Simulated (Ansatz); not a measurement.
# NaMgF3 (Neighborite, Pm-3m): following an unstable mode

Which phase does NaMgF3 (Neighborite, Pm-3m) fall into along its unstable mode, and how much energy does it gain?

Calculated with Ansatz 0.2.0; DFT PBEsol, scalar-relativistic, plane waves, PAW; PAW set soft_1.

Report form: the programs' logs are mostly left out.

The database entry behind the starting cell lists a temperature of 1273 K, so it need not match the best structure at ambient conditions.

## (1) The structure

It takes space group Pm-3m (No. 221, cubic). Conventional cell: a = 3.908 Å, b = 3.908 Å, c = 3.908 Å, α = 90.00°, β = 90.00°, γ = 90.00°. Na has 12 F at 2.76 Å nearest. Nearest to Mg lie 6 F at 1.95 Å. Nearest to F lie 2 Mg at 1.95 Å and 4 Na at 2.76 Å. Farther neighbours and most contacts between anions are not listed.

## (2) Phonons on a q mesh

The cell comes from relaxations at this level that are not shown. Stability and thermal properties need the whole zone. Linear response on a 4×4×4 q mesh gives force constants as far as a supercell of that size would, and the tensors from the zone-centre run are typed in so that the long-range dipole term is interpolated apart.

The input, input.yaml:

```yaml
crystal:
  lattice:
    - [3.9078370852, 0.0, 0.0]
    - [0.0, 3.9078370852, 0.0]
    - [0.0, 0.0, 3.9078370852]
  atoms:
    - { symbol: Na, position: [0.0, 0.0, 0.0] }
    - { symbol: Mg, position: [0.5, 0.5, 0.5] }
    - { symbol: F, position: [0.5, 0.5, 0.0] }
    - { symbol: F, position: [0.0, 0.5, 0.5] }
    - { symbol: F, position: [0.5, 0.0, 0.5] }
kpoints:
  mp_grid: { grid: [8, 8, 8] }
hamiltonian:
  xc: pbesol
  pseudopotentials: { kind: paw, azcp: { folder: soft_1 }, xc_functional: pbe }
scf:
  occupations: { method: fixed }
output:
  eigenvalues: true
phonons:
  method: dfpt
  qmesh: [4, 4, 4]
  temperatures: { t_max: 1000, t_step: 50 }
  qpath:
    path:
      - [[0.0, 0.0, 0.0], [0.0, 0.5, 0.0], [0.5, 0.5, 0.0], [0.0, 0.0, 0.0], [0.5, 0.5, 0.5], [0.0, 0.5, 0.0]]
      - [[0.5, 0.5, 0.5], [0.5, 0.5, 0.0]]
    npoints: 10
  non_analytic_term:
    high_frequency_dielectric_tensor: [[1.9595, 0.0, 0.0], [0.0, 1.9595, 0.0], [0.0, 0.0, 1.9595]]
    born_effective_charges:
      - { species: Na, tensor: [[1.142, 0.0, 0.0], [0.0, 1.142, 0.0], [0.0, 0.0, 1.142]] }
      - { species: Mg, tensor: [[1.9154, 0.0, 0.0], [0.0, 1.9154, 0.0], [0.0, 0.0, 1.9154]] }
      - { species: F, tensor: [[-0.8866, 0.0, 0.0], [0.0, -0.8866, 0.0], [0.0, 0.0, -1.2842]] }
      - { species: F, tensor: [[-1.2842, 0.0, 0.0], [0.0, -0.8866, 0.0], [0.0, 0.0, -0.8866]] }
      - { species: F, tensor: [[-0.8866, 0.0, 0.0], [0.0, -1.2842, 0.0], [0.0, 0.0, -0.8866]] }
    source: "zone-centre run at this cell"
```

Started as:

```console
> ansatz run input.yaml --threads 4 --pin off --max-ram 10240MiB --backend cpu --events-out ev --progress --plain --runs-dir out
```

The job ended after 5.6 min (4 threads of Intel Xeon Platinum 8488C (Sapphire Rapids), shared host; peak memory 1.9 GiB; 22 min of CPU time).

This step gave:

```yaml
gap_on_the_k_mesh: 5.991 eV
volume_per_atom: 11.94 Å³
sum_rule_residual_before_enforcement: 0.001260 eV/Å²
lowest_frequency_on_the_path: -122.8 cm⁻¹
point_group: m-3m
highest_frequency_on_the_path_or_at_a_solved_wavevector: 623.7 cm⁻¹
highest_optical_mode_at_the_zone_centre_no_lo_to_term: 538.6 cm⁻¹
lowest_optical_zone_centre_mode: -50.41 cm⁻¹
lowest_mode_on_the_q_mesh_acoustic_modes_at_gamma_apart: -122.8 cm⁻¹
```

Frequencies (cm⁻¹) solved at each irreducible wavevector; negative means imaginary. Frequencies by wavevector, by row:

```csv
q in reciprocal lattice units,star,mode 1,mode 2,mode 3,mode 4,mode 13,mode 14,mode 15
0 0 0,1,-50.4,-50.4,-50.4,0,538.6,538.6,538.6
0 0 0.25,6,-42.3,-42.3,61.9,61.9,537.7,537.7,587.3
0 0 -0.5,3,-31,-31,75.5,75.5,498.3,536.8,536.8
0 0.25 0.25,12,-48,-30,59.1,92.4,496.9,536.8,590.5
0 0.25 -0.5,12,-66,10,36.5,77.5,460.5,535.9,552.8
0 -0.5 -0.5,3,-122,-20.8,-20.8,36,448.5,523.5,535.1
0.25 0.25 0.25,8,-39,-39,35.5,61.5,496.1,496.1,594.8
0.25 0.25 -0.5,12,-69.4,-58.3,17,42.2,448.6,495.2,571.5
0.25 -0.5 -0.5,6,-122.4,-60.4,-60.4,36.7,436.3,469.1,558.1
-0.5 -0.5 -0.5,1,-122.8,-122.8,-122.8,35.9,423.2,423.2,547.2
```

Interpolated from a 4×4×4 q mesh, with the LO-TO term (at Γ the limit along the path; where Γ stands inside the path, tables give the limit on arrival). Phonon branches along the path, in cm⁻¹:

```csv
point,branch 1,branch 2,branch 3,branch 4,branch 12,branch 13,branch 14,branch 15
Γ,-50,-50,0,0,336,539,539,624
halfway,-42,-42,62,62,371,538,538,587
X,-31,-31,76,76,473,498,537,537
halfway,-66,10,36,78,453,460,536,553
M,-122,-21,-21,36,448,448,524,535
halfway,-48,-30,59,92,368,497,537,590
Γ,-50,-50,0,0,336,539,539,624
halfway,-39,-39,36,62,366,496,496,595
R,-123,-123,-123,36,423,423,423,547
halfway,-69,-58,17,42,442,449,495,572
X,-31,-31,76,76,473,498,537,537
jump to R,-123,-123,-123,36,423,423,423,547
halfway,-122,-60,-60,37,436,436,469,558
M,-122,-21,-21,36,448,448,524,535
```

Symmetry leaves 10 wavevectors to solve. The lowest mode among them, the acoustic zeros apart, lies at q = (-0.5, -0.5, -0.5) and is imaginary, 122.8i cm⁻¹, so the energy falls along it.

## (3) The mode frozen in, largest atomic shift 0 Å

The mode followed lies at q = (-0.5, -0.5, -0.5) with frequency 122.8i cm⁻¹ and is 3-fold degenerate, the softest among the wavevectors solved. At small amplitude the distorted cell has space group no. 74 by a symmetry search on the positions. The undistorted cell that holds it gives the zero of energy on the same k mesh.

System of this step: NaMgF3. The structure is cubic, space group Pm-3m (No. 221). The conventional cell has a = 3.908 Å, b = 3.908 Å, c = 3.908 Å, α = 90.00°, β = 90.00°, γ = 90.00°. Na has 12 F at 2.76 Å nearest. Nearest to Mg lie 6 F at 1.95 Å. Nearest to F lie 2 Mg at 1.95 Å and 4 Na at 2.76 Å. Farther neighbours and most contacts between anions are not listed.

The input, input.yaml:

```yaml
crystal:
  lattice:
    - [3.9078370852, 3.9078370852, 0.0]
    - [3.9078370852, 0.0, 3.9078370852]
    - [3.9078370852, 0.0, -3.9078370852]
  atoms:
    - { symbol: Na, position: [0.0, 0.5, 0.5] }
    - { symbol: Na, position: [0.0, 0.0, 0.0] }
    - { symbol: Mg, position: [0.5, 0.25, 0.75] }
    - { symbol: Mg, position: [0.5, 0.75, 0.25] }
    - { symbol: F, position: [0.5, 0.0, 1.0] }
    - { symbol: F, position: [0.5, 0.5, 0.5] }
    - { symbol: F, position: [0.5, 0.5, 0.0] }
    - { symbol: F, position: [0.5, 0.0, 0.5] }
    - { symbol: F, position: [0.0, 0.0, 0.5] }
    - { symbol: F, position: [0.0, 0.5, 0.0] }
kpoints:
  mp_grid: { grid: [6, 6, 6] }
hamiltonian:
  xc: pbesol
  pseudopotentials: { kind: paw, azcp: { folder: soft_1 }, xc_functional: pbe }
scf:
  occupations: { method: gaussian, width: 0.02 }
output:
  forces: true
  stress: true
  eigenvalues: true
```

It took 1.2 s on 4 threads; peak memory 0.6 GiB; 4.2 s of CPU time.

This step gave:

```yaml
pressure: 0.009365 GPa
energy_from_the_undistorted_cell: 0 meV/atom
```

At this level the gap is 5.99 eV on the k-mesh of the self-consistent run, which can miss the band edges.

## (4) The mode frozen in, largest atomic shift 0.45 Å

The atoms are moved along the unstable eigenvector, the largest shift by 0.45 Å, with the cell fixed.

input.yaml, the sections that differ from step 3:

```yaml
crystal:
  lattice:
    - [3.9078370852, 3.9078370852, 0.0]
    - [3.9078370852, 0.0, 3.9078370852]
    - [3.9078370852, 0.0, -3.9078370852]
  atoms:
    - { symbol: Na, position: [0.0, 0.5, 0.5] }
    - { symbol: Na, position: [0.0, 0.0, 0.0] }
    - { symbol: Mg, position: [0.5, 0.25, 0.75] }
    - { symbol: Mg, position: [0.5, 0.75, 0.25] }
    - { symbol: F, position: [0.5814256185, -0.0814256185, 0.9185743815] }
    - { symbol: F, position: [0.4185743815, 0.5814256185, 0.5814256185] }
    - { symbol: F, position: [0.5, 0.4592871908, 0.0407128092] }
    - { symbol: F, position: [0.5, 0.0407128092, 0.4592871908] }
    - { symbol: F, position: [0.0, 0.0407128092, 0.4592871908] }
    - { symbol: F, position: [0.0, 0.4592871908, 0.0407128092] }
# kpoints, hamiltonian, scf, output: as in step 3
```

Run time: 2.9 s. Hardware: 4 threads; peak memory 0.67 GiB; 11 s of CPU time.

This step gave:

* pressure: -1.994 GPa
* gap on the k-mesh: 6.222 eV
* energy from the undistorted cell: -26.32 meV/atom

The energy, extrapolated to zero smearing, is -26.32 meV/atom against the undistorted cell.

The run ends at a pressure of -1.99 GPa, with forces up to 0.15 eV/Å.

## (5) Energy along the mode, all amplitudes (two of the runs are shown above)

An imaginary frequency means negative curvature, so the energy should fall and then rise again as anharmonic terms take over.

Numbers from this step:

* depth at the lowest point sampled: 26.32 meV/atom
* largest atomic shift at that point: 0.45 Å

The energy from the parent by largest atomic shift:

```csv
largest atomic shift (Å),energy from the parent (meV/atom)
0.000,0
0.040,-0.336
0.080,-1.33
0.140,-3.97
0.220,-9.24
0.320,-17.3
0.450,-26.3
0.600,-25.1
```

Displacement at unit largest shift by atom:

```csv
atom,x (Å),y (Å),z (Å),size
Na1,0.000,0.000,0.000,0.000
Na2,0.000,0.000,0.000,0.000
Mg3,0.000,0.000,0.000,0.000
Mg4,0.000,0.000,0.000,0.000
F5,-0.707,0.707,0.000,1.000
F6,0.707,-0.707,0.000,1.000
F7,0.000,0.000,-0.707,0.707
F8,0.000,0.000,0.707,0.707
F9,0.000,0.000,0.707,0.707
F10,0.000,0.000,-0.707,0.707
```

The lowest of the steps tried is at 0.45 Å, 26.3 meV/atom below the parent; the bottom of the well need not coincide with a step.

## (6) Relaxation from the frozen mode

Starting from the lowest point found, all atoms and the cell are let go, so that strain and other modes of the same symmetry can join in.

input.yaml, as its differences from that of step 4:

```diff
@@ -22,3 +22,3 @@
 scf:
-  occupations: { method: gaussian, width: 0.02 }
+  occupations: { method: fixed }
 output:
@@ -27 +27,6 @@
   eigenvalues: true
+relax:
+  adjacent_minimum: "off"
+  f_tol: 0.002
+  max_steps: 120
+  cell: { stress_tol: 0.03 }
```

The job ended after 28 s (4 threads; peak memory 0.71 GiB; 1.8 min of CPU time).

Relaxation path:

```csv
step,energy less that of the first step (eV),largest force component (eV/Å),pressure (GPa),volume (Å³)
1,0.0000,0.1265,-1.99,119.35
2,-0.0429,0.1420,-1.21,117.77
3,-0.0922,0.1012,1.51,112.72
4,-0.1036,0.0377,-0.09,114.92
5,-0.1049,0.0270,0.05,114.93
6,-0.1056,0.0006,0.00,114.89
7*,-0.0979,0.0006,-0.16,114.89
8,-0.0986,0.0012,0.00,114.66
9*,-0.0981,0.0012,0.00,114.66
```

Relaxation steps marked * repeat the geometry before them on a plane-wave basis chosen anew for their cell, so energy and pressure can jump there.

Forces are held to the 8 operations that the run works with; a distortion that breaks them can't arise in this run.

```csv
"conventional cell, symmetrised",before,after,change
a (Å),5.527,5.517,-0.2 %
b (Å),7.816,7.669,-1.9 %
c (Å),5.527,5.420,-1.9 %
volume (Å³/atom),11.94,11.47,-3.9 %
```

The atoms that moved most (Å, as changes of fractional coordinates times the final cell):

```csv
atom,dx,dy,dz,length
F6,0.080,-0.080,0.000,0.114
F5,-0.080,0.080,0.000,0.114
Na2,0.079,-0.079,0.000,0.112
Na1,-0.079,0.079,0.000,0.112
F7,0.000,0.000,-0.106,0.106
F10,0.000,0.000,-0.106,0.106
F8,0.000,0.000,0.106,0.106
F9,0.000,0.000,0.106,0.106
```

This step gave:

```yaml
pressure: -0.003337 GPa
gap_on_the_k_mesh: 6.584 eV
volume_per_atom: 11.47 Å³
```

The distorted start has space group Imma; the relaxation ends in Imma.

## (7) The new phase in its own primitive cell

The relaxed structure is symmetrised, reduced to its primitive cell and relaxed tightly, as its phonons need.

input.yaml, the sections that differ from step 6:

```yaml
crystal:
  lattice:
    - [-2.7583986888, 3.8343650878, 2.7100891361]
    - [2.7583986888, -3.8343650878, 2.7100891361]
    - [2.7583986888, 3.8343650878, -2.7100891361]
  atoms:
    - { symbol: Na, position: [0.2293226077, 0.9793226077, 0.25] }
    - { symbol: Na, position: [0.7706773923, 0.0206773923, 0.75] }
    - { symbol: Mg, position: [0.5, 0.5, 0.0] }
    - { symbol: Mg, position: [0.0, 0.5, 0.5] }
    - { symbol: F, position: [0.647627624, 0.397627624, 0.25] }
    - { symbol: F, position: [0.352372376, 0.602372376, 0.75] }
    - { symbol: F, position: [0.8045938827, 0.5, 0.8045938827] }
    - { symbol: F, position: [0.1954061173, 0.5, 0.1954061173] }
    - { symbol: F, position: [0.1954061173, 0.0, 0.6954061173] }
    - { symbol: F, position: [0.8045938827, 0.0, 0.3045938827] }
relax:
  adjacent_minimum: "off"
  f_tol: 0.001
  max_steps: 60
  cell: { stress_tol: 0.01 }
# kpoints, hamiltonian, scf, output: as in step 6
```

It took 10 s on 4 threads; peak memory 0.7 GiB.

Little changed from the start: no atom moved by 0.005 Å and no cell edge by 0.1 %.

Numbers from this step:

```
pressure           : -6.27e-4 GPa
direct gap on mesh : 6.632 eV
```

The largest force component left is 0.48 meV/Å and the pressure is -0.001 GPa, within the tolerances set. The cell now holds 11.47 Å³/atom.

## (8) Modes of the new phase, k-mesh 6×6×6

A relaxed structure may still be a saddle point, so its zone-centre modes are computed. The response to a homogeneous field gives the Born charges and the dielectric tensor.

The input, input.yaml:

```yaml
crystal:
  lattice:
    - [-2.7579633881, 3.8342809493, 2.7104522002]
    - [2.7579633881, -3.8342809493, 2.7104522002]
    - [2.7579633881, 3.8342809493, -2.7104522002]
  atoms:
    - { symbol: Na, position: [0.2293026055, 0.9793026055, 0.25] }
    - { symbol: Na, position: [0.7706973945, 0.0206973945, 0.75] }
    - { symbol: Mg, position: [0.5, 0.5, 0.0] }
    - { symbol: Mg, position: [0.0, 0.5, 0.5] }
    - { symbol: F, position: [0.6476585649, 0.3976585649, 0.25] }
    - { symbol: F, position: [0.3523414351, 0.6023414351, 0.75] }
    - { symbol: F, position: [0.80460729, 0.5, 0.80460729] }
    - { symbol: F, position: [0.19539271, 0.5, 0.19539271] }
    - { symbol: F, position: [0.19539271, 0.0, 0.69539271] }
    - { symbol: F, position: [0.80460729, 0.0, 0.30460729] }
kpoints:
  mp_grid: { grid: [6, 6, 6] }
hamiltonian:
  xc: pbesol
  pseudopotentials: { kind: paw, azcp: { folder: soft_1 }, xc_functional: pbe }
scf:
  occupations: { method: fixed }
output:
  eigenvalues: true
phonons:
  method: dfpt
  dielectric: true
  rigid_motions: translations
```

The job ended after 3.9 min (4 threads; peak memory 2.6 GiB).

Numbers from this step:

```yaml
sum_rule_residual_before_enforcement: 2.30e-4 eV/Å²
miss_of_the_charge_sum_rule: 2.70e-5 e
point_group: mmm
highest_optical_mode_at_the_zone_centre_no_lo_to_term: 497.3 cm⁻¹
lowest_optical_zone_centre_mode: 60.78 cm⁻¹
mean_high_frequency_dielectric_constant: 1.979
largest_born_charge_third_of_the_trace: 1.952 e
mean_static_dielectric_constant: 8.869
top_of_the_zone_centre_spectrum_with_the_field: 593.3 cm⁻¹
```

Without the LO-TO term. Patterns of degenerate modes are one choice out of their space. Modes at Γ, with each element's share of the kinetic energy:

```csv
mode,frequency (cm⁻¹),symmetry,Na %,Mg %,F %
1,0.0,acoustic,22,23,55
2,0.0,acoustic,22,23,55
3,0.0,acoustic,22,23,55
4,60.8,B1g,0,0,100
5,80.3,B2g,31,0,69
6,84.1,B3u,48,1,51
7,154.7,B2g,66,0,34
8,156.4,B2u,76,2,22
9,160.4,B3g,99,0,1
10,169.4,Ag,35,0,65
11,174.0,B3u,26,1,73
12,189.3,Au,0,1,99
13,197.3,B1u,55,2,43
14,217.8,Ag,64,0,36
15,239.3,B1u,23,5,72
16,276.8,B2u,1,48,51
17,278.6,B3u,3,42,55
18,285.6,B3g,1,0,99
19,288.1,B2g,3,0,97
20,303.3,B1u,0,44,56
21,311.2,Ag,1,0,99
22,347.1,B3g,0,0,100
23,363.4,B1g,0,0,100
24,386.0,B1u,0,94,6
25,401.3,Au,0,99,1
26,410.0,B2u,0,95,4
27,453.6,B2u,0,31,69
28,481.9,B3u,0,34,66
29,495.3,B3g,0,0,100
30,497.3,B1u,0,31,69
```

Displacements in mode 4 (60.8 cm⁻¹), the largest set to 1:
```
Na1  0.00  0.00  0.00
Na2  0.00  0.00  0.00
Mg3  0.00  0.00  0.00
Mg4  0.00  0.00  0.00
F5   0.00  0.00  0.00
F6   0.00  0.00  0.00
F7   0.99  0.00  1.00
F8  -0.99  0.00 -1.00
F9  -0.99  0.00  1.00
F10  0.99  0.00 -1.00
```

Displacements in mode 9 (160.4 cm⁻¹), the largest set to 1:
```
Na1  0.00  1.00  0.00
Na2  0.00 -1.00  0.00
Mg3  0.00  0.00  0.00
Mg4  0.00  0.00  0.00
F5   0.00  0.01  0.00
F6   0.00 -0.01  0.00
F7  -0.05  0.00 -0.07
F8   0.05  0.00  0.07
F9  -0.05  0.00  0.07
F10  0.05  0.00 -0.07
```

Optical modes at the zone centre, without and with the macroscopic field of the longitudinal modes; each column is sorted by frequency, so a row need not hold one and the same mode. Modes with and without the field, by row:

```csv
rank among optical modes,no field (cm⁻¹),"q along (1, 0, 0) (cm⁻¹)","q along (0, 1, 0) (cm⁻¹)","q along (0, 0, 1) (cm⁻¹)"
1,60.8,60.8,60.8,60.8
2,80.3,80.3,80.3,80.3
3,84.1,133.5,84.1,84.1
4,154.7,154.7,154.7,154.7
5,156.4,156.4,160.4,156.4
6,160.4,160.4,169.4,160.4
7,169.4,169.4,174,169.4
8,174,189.3,189.3,174
9,189.3,197.3,197.3,189.3
10,197.3,201.8,202.2,217.8
11,217.8,217.8,217.8,220.7
12,239.3,239.3,239.3,244.9
13,276.8,276.8,278.6,276.8
14,278.6,285.6,285.6,278.6
15,285.6,288.1,288.1,285.6
16,288.1,303.3,303.3,288.1
17,303.3,311.2,311.2,311.2
18,311.2,329.2,328.9,347.1
19,347.1,347.1,347.1,350.5
20,363.4,363.4,363.4,363.4
21,386,386,386,401.3
22,401.3,401.3,401.3,404.7
23,410,410,412.8,410
24,453.6,453.6,481.9,453.6
25,481.9,495.3,495.3,481.9
26,495.3,497.3,497.3,495.3
27,497.3,585.5,564.6,593.3
```

Born charge (rows field, columns displacement) (e), principal values of the symmetric part by kind of site:

```csv
atom,atoms with these values,low,middle,high,mean
Na1,2,1.07,1.09,1.11,1.09
Mg3,2,1.94,1.94,1.98,1.95
F5,2,-1.25,-0.92,-0.88,-1.02
F7,4,-1.26,-0.90,-0.88,-1.01
```

In full for Mg3:

```
 1.94  0.00  0.00
 0.00  1.97 -0.01
 0.00  0.05  1.95
```

High-frequency dielectric tensor:

```
1.98 0.00 0.00
0.00 1.98 0.00
0.00 0.00 1.98
```

Static dielectric tensor (ions relaxed, fixed cell):

```
13.86  0.00  0.00
 0.00  7.33  0.00
 0.00  0.00  5.41
```

Transverse modes. Lines of the infrared spectrum (strongest = 100):

```csv
position (cm⁻¹),label,relative intensity
61,B1g,0.0
80,B2g,0.0
84,B3u,42
155,B2g,0.0
156,B2u,54
160,B3g,0.0
169,Ag,0.0
174,B3u,18
189,Au,0.0
197,B1u,38
218,Ag,0.0
239,B1u,5.4
277,B2u,52
279,B3u,44
286,B3g,0.0
288,B2g,0.0
303,B1u,61
311,Ag,0.0
347,B3g,0.0
363,B1g,0.0
386,B1u,15
401,Au,0.0
410,B2u,6.6
454,B2u,91
482,B3u,100
495,B3g,0.0
497,B1u,84
```

Before it was imposed, the acoustic sum rule was missed by 2.3e-4 eV/Å² and the charge sum rule by 2.7e-5 e. Small misses are needed for a sound result but don't prove that mesh and cutoff are converged. The lowest optical mode is real, 60.8 cm⁻¹.

## (9) Outcome

```yaml
unstable_mode_of_the_parent: q = (-0.5, -0.5, -0.5), 123i cm⁻¹
depth_at_the_lowest_point_sampled: 26.3 meV/atom
largest_atomic_shift_at_that_point: 0.45 Å
space_group_reached_within_0p01_a: Imma
energy_gained_over_the_parent_first_relaxation_on_the_mesh_of_the_frozen_mode: 36.1 meV/atom
volume_per_atom_phase_reached: 11.5 Å³
gap_on_the_k_mesh_phase_reached: 6.58 eV
lowest_optical_zone_centre_mode_phase_reached: 60.8 cm⁻¹
highest_optical_mode_at_the_zone_centre_no_lo_to_term_phase_reached: 497 cm⁻¹
```

In words: Along this mode the structure falls into Imma, 36.1 meV/atom below the parent. At the parent's cell the well is 26.32 meV/atom deep on the steps tried, with its lowest point at a shift of 0.45 Å. Relaxing atoms and cell changes the gain by +9.81 meV/atom against the lowest step (energies at zero smearing). The new phase has no imaginary mode at the zone centre of its cell; other wavevectors were not checked. Of the 4 patterns followed to their end from this parent, this one reaches the lowest energy. Each path keeps the symmetry of its pattern, so a lower phase may lie along a pattern not tried. The PAW files were made for PBE and serve the other functionals too.

[Logs are printed without paths, hosts, clocks, repeated set-up lines and the standing remarks that a program may print on its own settings, such as how far it seeks lower states.]

[Hosts, paths, dates, database ids (printed as entryN), source tags and the programs' standing remarks are cut or masked in the printed files.]
